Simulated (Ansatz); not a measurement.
**AlNi (Pm-3m): modes against biaxial strain in the (001) plane**

Wanted: the shifts of the zone-centre modes of AlNi (Pm-3m) with strain.

Main program and level: Ansatz 0.2.0; DFT LDA, scalar-relativistic, plane waves, PAW; PAW set soft_1.

Most raw output is cut from this account.

The database entry behind the starting cell differs from later determinations by our own check (about 0.2 % short), so it need not match the best structure at ambient conditions.

**1. Set-up**

The structure is cubic, space group Pm-3m (No. 221). The conventional cell has a = 2.881 Å, b = 2.881 Å, c = 2.881 Å, α = 90.00°, β = 90.00°, γ = 90.00°. Al has 8 Ni at 2.50 Å nearest. Nearest to Ni lie 8 Al at 2.50 Å. Farther neighbours are not listed.

**2. A rough relaxation first**

The start is far from rest, so a relaxation with loose tolerances brings it close first.

Input file input.yaml:

```yaml
crystal:
  lattice:
    - [2.881, 0.0, 0.0]
    - [0.0, 2.881, 0.0]
    - [0.0, 0.0, 2.881]
  atoms:
    - { symbol: Al, position: [0.0, 0.0, 0.0] }
    - { symbol: Ni, position: [0.5, 0.5, 0.5] }
kpoints:
  mp_grid: { grid: [8, 8, 8] }
hamiltonian:
  xc: lda
  pseudopotentials: { kind: paw, azcp: { folder: soft_1 }, xc_functional: pbe }
scf:
  occupations: { method: gaussian, width: 0.1 }
output:
  forces: true
  stress: true
  eigenvalues: true
relax:
  adjacent_minimum: "off"
  f_tol: 0.05
  max_steps: 80
  cell: { stress_tol: 0.5 }
```

Command:

```sh
> ansatz run input.yaml --threads 4 --pin off --max-ram 10240MiB --backend cpu --events-out ev --progress --plain --runs-dir out
```

The job ended after 1.1 s (4 threads of Arm Neoverse V2, shared host; peak memory 0.28 GiB).

This run has no spin polarisation, although Ni can carry a moment.

Step by step:

```
step  energy less that of the first step (eV)  largest force component (eV/Å)  pressure (GPa)  volume (Å³)
   1                                   0.0000                          0.0000           -8.41        23.91
   2                                  -0.0276                          0.0000           -3.44        23.18
   3                                  -0.0325                          0.0000            0.32        22.70
  4*                                  -0.0323                          0.0000            0.29        22.70
```

Relaxation steps marked * repeat the geometry before them on a plane-wave basis chosen anew for their cell, so energy and pressure can jump there.

The run keeps the 48 symmetry operations that it works with, so distortions that break them were not tested.

```
conventional cell, symmetrised  before  after  change
                         a (Å)   2.881  2.831  -1.7 %
                         b (Å)   2.881  2.831  -1.7 %
                         c (Å)   2.881  2.831  -1.7 %
              volume (Å³/atom)   11.96  11.35  -5.1 %
```

Final coordinates:

```
Al Ni
1.0
     2.83146    0.00000    0.00000
     0.00000    2.83146    0.00000
     0.00000    0.00000    2.83146
Al Ni
1 1
Direct
  0.00000 0.00000 0.00000
  0.50000 0.50000 0.50000
```

Numbers from this step:

* pressure: 0.2934 GPa
* volume per atom: 11.35 Å³
* gap on the k-mesh: 0 eV

In this step the volume went from 11.96 to 11.35 Å³/atom.

**3. Bringing the structure to rest**

Harmonic phonons are second derivatives at a point where the forces vanish, and they are wanted at zero stress, so atoms and cell are relaxed first.

input.yaml, the sections that differ from step 2:

```yaml
crystal:
  lattice:
    - [2.8314583044, 0.0, 0.0]
    - [0.0, 2.8314583044, 0.0]
    - [0.0, 0.0, 2.8314583044]
  atoms:
    - { symbol: Al, position: [0.0, 0.0, 0.0] }
    - { symbol: Ni, position: [0.5, 0.5, 0.5] }
kpoints:
  mp_grid: { grid: [14, 14, 14] }
output:
  forces: true
  stress: true
  eigenvalues: true
  write_density: true
  write_potential: true
  elf: true
  volumetric_format: npy
relax:
  adjacent_minimum: "off"
  f_tol: 0.005
  max_steps: 80
  cell: { stress_tol: 0.05 }
# hamiltonian, scf: as in step 2
```

Elapsed: 2.4 s, on 4 threads; peak memory 0.34 GiB; 8.3 s of CPU time.

Little changed from the start: no atom moved by 0.005 Å and no cell edge by 0.1 %.

Numbers from this step:

* pressure: 9.52e-4 GPa
* volume per atom: 11.36 Å³

Electrostatic potential energy in the ac plane at fractional y = 0.000, with atoms of Al within 0.2 Å of it. With pseudopotentials it is smooth inside the atoms' cores, unlike the true potential.

Values in eV, 15 rows by 15 columns:
```
27 27 10 -1 -3  5 11 14 14 11  5 -3 -1 10 27
14 10  2 -3 -1  8 12 14 14 12  8 -1 -3  2 10
 1 -1 -3 -2  4 11 13 15 15 13 11  4 -2 -3 -1
-3 -3 -1  4 10 13 14 15 15 14 13 10  4 -1 -3
 4  5  8 11 13 14 15 16 16 15 14 13 11  8  5
11 11 12 13 14 15 16 16 16 16 15 14 13 12 11
13 14 14 15 15 16 16 16 16 16 16 15 15 14 14
13 14 14 15 15 16 16 16 16 16 16 15 15 14 14
11 11 12 13 14 15 16 16 16 16 15 14 13 12 11
 4  5  8 11 13 14 15 16 16 15 14 13 11  8  5
-3 -3 -1  4 10 13 14 15 15 14 13 10  4 -1 -3
 1 -1 -3 -2  4 11 13 15 15 13 11  4 -2 -3 -1
14 10  2 -3 -1  8 12 14 14 12  8 -1 -3  2 10
27 27 10 -1 -3  5 11 14 14 11  5 -3 -1 10 27
27 27 14  1 -3  4 11 13 13 11  4 -3  1 14 27
```
Columns run along a (2.8 Å; values clipped at the 3rd and 97th percentile), rows up along c (2.8 Å). Atoms in or near the plane, at fractional coordinates: Al at (0.00, 0.00).

Valence density in the ac plane at fractional y = 0.000, with atoms of Al within 0.2 Å of it. It is the smooth field of the valence electrons, not physical close to the nuclei.

Values in e/Å³, 15 rows by 15 columns:
```
0.06 0.06 0.09 0.14 0.21 0.23 0.23 0.23 0.23 0.23 0.23 0.21 0.14 0.09 0.06
0.08 0.09 0.12 0.18 0.23 0.24 0.24 0.23 0.23 0.24 0.24 0.23 0.18 0.12 0.09
0.13 0.14 0.18 0.22 0.24 0.25 0.24 0.24 0.24 0.24 0.25 0.24 0.22 0.18 0.14
0.20 0.21 0.23 0.24 0.25 0.25 0.24 0.24 0.24 0.24 0.25 0.25 0.24 0.23 0.21
0.23 0.23 0.24 0.25 0.25 0.25 0.25 0.25 0.25 0.25 0.25 0.25 0.25 0.24 0.23
0.23 0.23 0.24 0.24 0.24 0.25 0.25 0.25 0.25 0.25 0.25 0.24 0.24 0.24 0.23
0.23 0.23 0.23 0.24 0.24 0.25 0.25 0.24 0.24 0.25 0.25 0.24 0.24 0.23 0.23
0.23 0.23 0.23 0.24 0.24 0.25 0.25 0.24 0.24 0.25 0.25 0.24 0.24 0.23 0.23
0.23 0.23 0.24 0.24 0.24 0.25 0.25 0.25 0.25 0.25 0.25 0.24 0.24 0.24 0.23
0.23 0.23 0.24 0.25 0.25 0.25 0.25 0.25 0.25 0.25 0.25 0.25 0.25 0.24 0.23
0.20 0.21 0.23 0.24 0.25 0.25 0.24 0.24 0.24 0.24 0.25 0.25 0.24 0.23 0.21
0.13 0.14 0.18 0.22 0.24 0.25 0.24 0.24 0.24 0.24 0.25 0.24 0.22 0.18 0.14
0.08 0.09 0.12 0.18 0.23 0.24 0.24 0.23 0.23 0.24 0.24 0.23 0.18 0.12 0.09
0.06 0.06 0.09 0.14 0.21 0.23 0.23 0.23 0.23 0.23 0.23 0.21 0.14 0.09 0.06
0.05 0.06 0.08 0.13 0.20 0.23 0.23 0.23 0.23 0.23 0.23 0.20 0.13 0.08 0.06
```
Columns run along a (2.8 Å), rows up along c (2.8 Å). Atoms in or near the plane, at fractional coordinates: Al at (0.00, 0.00).

ELF in the ac plane at fractional y = 0.000, with atoms of Al within 0.2 Å of it. It is the smooth field of the valence electrons, not physical close to the nuclei.

Ten even steps from '_' (0.00) to '@' (0.66):
```
::____..==**########**==..____
______--**############**--____
....--++######****######++--..
--==**######********######**==
****######****++++****######**
########****++++++++****######
######****++++++++++++****####
######****++++++++++++****####
########****++++++++****######
****######****++++****######**
--==**######********######**==
....--++######****######++--..
______--**############**--____
::____..==**########**==..____
@@::__..--**########**--..__::
```
Columns run along a (2.8 Å), rows up along c (2.8 Å). Atoms in or near the plane, at fractional coordinates: Al at (0.00, 0.00).

In this step the volume went from 11.35 to 11.36 Å³/atom.

**4. Tight relaxation**

Phonons need small forces and stress, so the relaxation is finished with tight tolerances on 16×16×16 k points.

Input file input.yaml:

```yaml
crystal:
  lattice:
    - [2.8322599917, 0.0, 0.0]
    - [0.0, 2.8322599917, 0.0]
    - [0.0, 0.0, 2.8322599917]
  atoms:
    - { symbol: Al, position: [0.0, 0.0, 0.0] }
    - { symbol: Ni, position: [0.5, 0.5, 0.5] }
kpoints:
  mp_grid: { grid: [16, 16, 16] }
hamiltonian:
  xc: lda
  pseudopotentials: { kind: paw, azcp: { folder: soft_1 }, xc_functional: pbe }
scf:
  occupations: { method: methfessel_paxton, width: 0.2 }
output:
  forces: true
  stress: true
  eigenvalues: true
relax:
  adjacent_minimum: "off"
  f_tol: 0.001
  max_steps: 60
  cell: { stress_tol: 0.01 }
```

Elapsed: 2.7 s, on 4 threads; peak memory 0.35 GiB; 9.3 s of CPU time.

Little changed from the start: no atom moved by 0.005 Å and no cell edge by 0.1 %.

This step gave:

- pressure: 0.001143 GPa

The forces vanish by symmetry and the pressure is 0.001 GPa, within the tolerances set. The cell now holds 11.36 Å³/atom.

**5. Zone-centre response at rest**

Phonons follow from the second derivative of the energy, found here by linear response.

The modes at rest are the reference of the series.

input.yaml, the sections that differ from step 4:

```yaml
crystal:
  lattice:
    - [2.8319166209, 0.0, 0.0]
    - [0.0, 2.8319166209, 0.0]
    - [0.0, 0.0, 2.8319166209]
  atoms:
    - { symbol: Al, position: [0.0, 0.0, 0.0] }
    - { symbol: Ni, position: [0.5, 0.5, 0.5] }
output:
  eigenvalues: true
phonons:
  method: dfpt
# kpoints, hamiltonian, scf: as in step 4
# relax: removed
```

Run time: 7.7 s. Hardware: 4 threads; peak memory 0.66 GiB; 28 s of CPU time.

Numbers from this step:

| Item | Value |
| --- | --- |
| sum-rule residual before enforcement | 1.14e-4 eV/Å² |
| point group | m-3m |
| highest optical mode at the zone centre (no LO-TO term) | 307.3 cm⁻¹ |
| lowest optical zone-centre mode | 307.3 cm⁻¹ |

Patterns of degenerate modes are one choice out of their space. The modes at Γ (shares of kinetic energy by element, %):

```
mode  frequency (cm⁻¹)  symmetry  Al %  Ni %
   1               0.0  acoustic    31    69
   2               0.0  acoustic    31    69
   3               0.0  acoustic    31    69
   4             307.3       T1u    69    31
   5             307.3       T1u    69    31
   6             307.3       T1u    69    31
```

Displacements in mode 4 (307.3 cm⁻¹), the largest set to 1:
```
Al1  0.00  0.77  1.00
Ni2  0.00 -0.35 -0.46
```

Before it was imposed, the acoustic sum rule was missed by 1.1e-4 eV/Å². Small misses are needed for a sound result but don't prove that mesh and cutoff are converged. The lowest optical mode is real, 307 cm⁻¹.

**6. Relaxation of a member: biaxial strain of +4 % in the (001) plane**

The cell takes a biaxial strain of +4 % in the (001) plane. The strained lengths are held, while the rest of the cell and the atoms relax.

input.yaml, the sections that differ from step 5:

```yaml
crystal:
  lattice:
    - [2.9451932857, 0.0, 0.0]
    - [0.0, 2.9451932857, 0.0]
    - [0.0, 0.0, 2.7361980264]
  atoms:
    - { symbol: Al, position: [0.0, 0.0, 0.0] }
    - { symbol: Ni, position: [0.5, 0.5, 0.5] }
output:
  forces: true
  stress: true
  eigenvalues: true
relax:
  adjacent_minimum: "off"
  f_tol: 0.001
  max_steps: 60
  cell: { stress_tol: 0.01, fix: [a, b, gamma] }
# kpoints, hamiltonian, scf: as in step 5
# phonons: removed
```

Run time: 11 s. Hardware: 4 threads; peak memory 0.43 GiB; 39 s of CPU time.

Step by step:

```
step  energy less that of the first step (eV)  largest force component (eV/Å)  pressure (GPa)  volume (Å³)
   1                                   0.0000                          0.0000           -7.06        23.73
   2                                  -0.0015                          0.0000           -6.14        23.60
   3                                  -0.0019                          0.0000           -5.41        23.50
   4                                  -0.0019                          0.0000           -5.45        23.51
  5*                                  -0.0019                          0.0000           -5.45        23.51
   6                                  -0.0019                          0.0000           -5.44        23.51
  7*                                  -0.0019                          0.0000           -5.44        23.51
```

Relaxation steps marked * repeat the geometry before them on a plane-wave basis chosen anew for their cell, so energy and pressure can jump there.

The run keeps the 16 symmetry operations that it works with, so distortions that break them were not tested.

```
conventional cell, symmetrised  before  after  change
                         a (Å)   2.945  2.945  -0.0 %
                         b (Å)   2.945  2.945  -0.0 %
                         c (Å)   2.736  2.710  -1.0 %
              volume (Å³/atom)   11.87  11.75  -1.0 %
```

The relaxed structure:

```
Al Ni
1.0
     2.94519    0.00000    0.00000
     0.00000    2.94519    0.00000
     0.00000    0.00000    2.71006
Al Ni
1 1
Direct
  0.00000 0.00000 0.00000
  0.50000 0.50000 0.50000
```

Numbers from this step:

```yaml
pressure: -5.445 GPa
volume_per_atom: 11.75 Å³
```

The forces vanish by symmetry.

The cell shrank by 1.0 % in volume.

**7. Modes of this member: biaxial strain of +4 % in the (001) plane**

The zone-centre modes follow for biaxial strain of +4 % in the (001) plane.

input.yaml, the sections that differ from step 6:

```yaml
crystal:
  lattice:
    - [2.9451932857, 0.0, 0.0]
    - [0.0, 2.9451932857, 0.0]
    - [0.0, 0.0, 2.7100617068]
  atoms:
    - { symbol: Al, position: [0.0, 0.0, 0.0] }
    - { symbol: Ni, position: [0.5, 0.5, 0.5] }
output:
  eigenvalues: true
phonons:
  method: dfpt
# kpoints, hamiltonian, scf: as in step 6
# relax: removed
```

Elapsed: 21 s, on 4 threads; peak memory 0.97 GiB.

This step gave:

```
sum-rule residual before enforcement                    : 3.79e-5 eV/Å²
point group                                             : 4/mmm
highest optical mode at the zone centre (no LO-TO term) : 283.6 cm⁻¹
lowest optical zone-centre mode                         : 282.6 cm⁻¹
```

Patterns of degenerate modes are one choice out of their space. The modes at Γ (shares of kinetic energy by element, %):

```
mode  frequency (cm⁻¹)  symmetry  Al %  Ni %
   1               0.0  acoustic    31    69
   2               0.0  acoustic    31    69
   3               0.0  acoustic    31    69
   4             282.6       A2u    69    31
   5             283.6        Eu    69    31
   6             283.6        Eu    69    31
```

The lowest optical mode is real, 283 cm⁻¹, and the highest lies at 283.6 cm⁻¹.

Between step 5 and this run (strain 4 %) the value for the highest optical mode at the zone centre (no LO-TO term) moves from 307 cm⁻¹ to 284 cm⁻¹ (-8 %).

**8. A member of the series: biaxial strain of -4 % in the (001) plane**

The cell takes a biaxial strain of -4 % in the (001) plane. The strained lengths are held, while the rest of the cell and the atoms relax.

input.yaml, the sections that differ from step 7:

```yaml
crystal:
  lattice:
    - [2.7186399561, 0.0, 0.0]
    - [0.0, 2.7186399561, 0.0]
    - [0.0, 0.0, 2.9585284789]
  atoms:
    - { symbol: Al, position: [0.0, 0.0, 0.0] }
    - { symbol: Ni, position: [0.5, 0.5, 0.5] }
output:
  forces: true
  stress: true
  eigenvalues: true
relax:
  adjacent_minimum: "off"
  f_tol: 0.001
  max_steps: 60
  cell: { stress_tol: 0.01, fix: [a, b, gamma] }
# kpoints, hamiltonian, scf: as in step 7
# phonons: removed
```

It took 11 s on 4 threads; peak memory 0.42 GiB; 41 s of CPU time.

[end of part 1 of 2]

[Logs are printed without paths, hosts, clocks, repeated set-up lines and the standing remarks that a program may print on its own settings, such as how far it seeks lower states.]

[Hosts, paths, dates, database ids (printed as entryN), source tags and the programs' standing remarks are cut or masked in the printed files.]
